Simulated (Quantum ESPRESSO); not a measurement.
**CaO (Lime): a worked LO-TO splitting**

Wanted: the LO mode of CaO (Lime) from the TO mode and the field response.

Calculated with Quantum ESPRESSO 7.5; DFT LDA, scalar-relativistic, plane waves, PseudoDojo norm-conserving pseudopotentials.

## 1. Set-up

The structure is cubic, space group Fm-3m (No. 225). The conventional cell has a = 4.704 Å, b = 4.704 Å, c = 4.704 Å, α = 90.00°, β = 90.00°, γ = 90.00°. Nearest to Ca lie 6 O at 2.35 Å. Nearest to O lie 6 Ca at 2.35 Å. Farther neighbours and most contacts between anions are not listed.

This is the cell after its relaxation at this level of theory, not the database cell from which that began.

## 2. What the response run gave

A linear-response run on the relaxed cell, with the response to an electric field; only its zone-centre results are used. Cutoff 92 Ry, k mesh 8×8×8.

Log:

```text
[banners, grids, parts of the stress and lines that vanish by symmetry left out]
Program PHONON v.7.5
     Reading xml data from directory:

[...]
Exchange-correlation= PW
                           (   1   4   0   0   0   0   0)
[...]
kinetic-energy cut-off    =      92.0000  Ry
     charge density cut-off    =     368.0000  Ry
     convergence threshold     =      1.0E-18
[...]
Exchange-correlation= PW
                           (   1   4   0   0   0   0   0)
[...]
q = (   0.0000000   0.0000000   0.0000000 )
     49 Sym.Ops. (with q -> -q+G )
     G cutoff =  736.6205  (  20875 G-vectors)     FFT grid: ( 40, 40, 40)
     number of k points=    29
[...]
Mode symmetry, O_h (m-3m)  point group:
[...]
Dielectric constant
[...]
End of electric fields calculation
          Dielectric constant in cartesian axis
          (       3.869324157       0.000000000      -0.000000000 )
          (       0.000000000       3.869324157       0.000000000 )
          (      -0.000000000       0.000000000       3.869324157 )
          Effective charges (d Force / dE) in cartesian axis without acoustic sum rule applied (asr)
           atom    1  Ca    Mean Z*:        2.37861
      Ex  (        2.37861        0.00000       -0.00000 )
      Ey  (        0.00000        2.37861        0.00000 )
      Ez  (       -0.00000        0.00000        2.37861 )
           atom    2  O     Mean Z*:       -2.37846
      Ex  (       -2.37846        0.00000        0.00000 )
      Ey  (        0.00000       -2.37846       -0.00000 )
      Ez  (        0.00000       -0.00000       -2.37846 )
          Effective charges Sum: Mean:        0.00015
[...]
Effective charges (d Force / dE) in cartesian axis with asr applied:
           atom    1  Ca    Mean Z*:        2.37854
[...]
atom    2  O     Mean Z*:       -2.37854
[...]
Representation #   1 modes #   1   2   3
[...]
End of self-consistent calculation
     Convergence has been achieved
     Representation #   2 modes #   4   5   6
[...]
End of self-consistent calculation
     Convergence has been achieved
[...]
Dielectric constant in cartesian axis
          (       3.869324157       0.000000000      -0.000000000 )
          (       0.000000000       3.869324157       0.000000000 )
          (      -0.000000000       0.000000000       3.869324157 )
          Effective charges (d Force / dE) in cartesian axis without acoustic sum rule applied (asr)
           atom    1  Ca    Mean Z*:        2.37861
      Ex  (        2.37861        0.00000       -0.00000 )
      Ey  (        0.00000        2.37861        0.00000 )
      Ez  (       -0.00000        0.00000        2.37861 )
           atom    2  O     Mean Z*:       -2.37846
      Ex  (       -2.37846        0.00000        0.00000 )
      Ey  (        0.00000       -2.37846       -0.00000 )
      Ez  (        0.00000       -0.00000       -2.37846 )
          Effective charges Sum: Mean:        0.00015
[...]
Effective charges (d Force / dE) in cartesian axis with asr applied:
           atom    1  Ca    Mean Z*:        2.37854
[...]
atom    2  O     Mean Z*:       -2.37854
[...]
q = (    0.000000000   0.000000000   0.000000000 )
[...]
freq (    1) =      -0.022759 [THz] =      -0.759154 [cm-1]
     freq (    2) =      -0.022759 [THz] =      -0.759154 [cm-1]
     freq (    3) =      -0.022759 [THz] =      -0.759154 [cm-1]
     freq (    4) =       8.720229 [THz] =     290.875522 [cm-1]
     freq (    5) =       8.720229 [THz] =     290.875522 [cm-1]
     freq (    6) =       8.720229 [THz] =     290.875522 [cm-1]
[...]
Mode symmetry, O_h (m-3m)  point group:
     freq (   1-   3) =         -0.8  [cm-1]   --> T_1u G_15  G_4- I
     freq (   4-   6) =        290.9  [cm-1]   --> T_1u G_15  G_4- I

   JOB DONE.
```

```csv
quantity,value
cell volume Ω (Å³),26.024
mass of Ca (u),40.078
mass of O (u),15.999
"Born charge of Ca, raw (e)",2.379
"Born charge of O, raw (e)",-2.378
ε∞,3.869
ω(TO) after the sum rule (cm⁻¹),290.9
```

## 3. The calculation

The charges must sum to zero over the cell; taking off their mean, 0.000 e, leaves Z* = 2.379 e on Ca. In the polar mode Ca moves against O, so the reduced mass is μ = 40.08 × 16.00 / 56.08 = 11.434 u.

A longitudinal wave builds up a field that adds to the restoring force: ω(LO)² = ω(TO)² + 4π Z*² / (μ Ω ε∞), in Hartree atomic units. With μ = 20844 electron masses and Ω = 175.62 bohr³ the second term is 5.0194e-06 Ha², or 241781 cm⁻² (1 Ha = 219474.6 cm⁻¹).

So ω(LO) = √(84611 + 241781) = 571.3 cm⁻¹, and by the Lyddane-Sachs-Teller relation ε₀ = ε∞ (ω(LO)/ω(TO))² = 14.93.

## 4. Check against the program

The analysis program adds the same non-analytic term to the full matrix, here for q along (1 0 0).

Log:

```text
[banner, memory and clock lines left out]
Program DYNMAT v.7.5

     Reading Dynamical Matrix from file g.dyn
     ...Force constants read
     ...epsilon and Z* read

     Polarizability (A^3 units)
     multiply by 0.511132 for Clausius-Mossotti correction
         5.942193    0.000000   -0.000000
         0.000000    5.942193    0.000000
        -0.000000    0.000000    5.942193

     IR activities are in (D/A)^2/amu units

# mode   [cm-1]    [THz]      IR
    1     -0.00   -0.0000    0.0000
    2     -0.00   -0.0000    0.0000
    3     -0.00   -0.0000    0.0000
    4    290.88    8.7204   11.4150
    5    290.88    8.7204   11.4150
    6    571.31   17.1273   11.4150
```

ε₀ comes from the program's run without a direction of q.

```csv
quantity,by hand,program
ω(LO) (cm⁻¹),571.3,571.3
ε₀,14.93,14.93
```

## 5. What came out

| Quantity | Value |
| --- | --- |
| TO mode | 290.9 cm⁻¹ |
| LO mode | 571.3 cm⁻¹ |
| static dielectric constant | 14.93 |

In words: The LO mode of CaO (Lime) lies at 571 cm⁻¹, 280 cm⁻¹ above the TO mode; the formula meets the program within 0.1 cm⁻¹, as it must for a cubic crystal with one polar mode. ω(LO)² − ω(TO)² goes with Z*²/ε∞: an error of 5 % in ε∞ would move the LO mode by 10.2 cm⁻¹, and semilocal functionals tend to overestimate ε∞. These are harmonic values at zero temperature, at the volume of this functional, for the structure held cubic; stability elsewhere in the zone is no part of this calculation.

[Host names and launcher messages were left out of these logs when they were recorded.]

[Logs are printed without paths, hosts, clocks, repeated set-up lines and the standing remarks that a program may print on its own settings, such as how far it seeks lower states.]

[Hosts, paths, dates, database ids (printed as entryN), source tags and the programs' standing remarks are cut or masked in the printed files.]
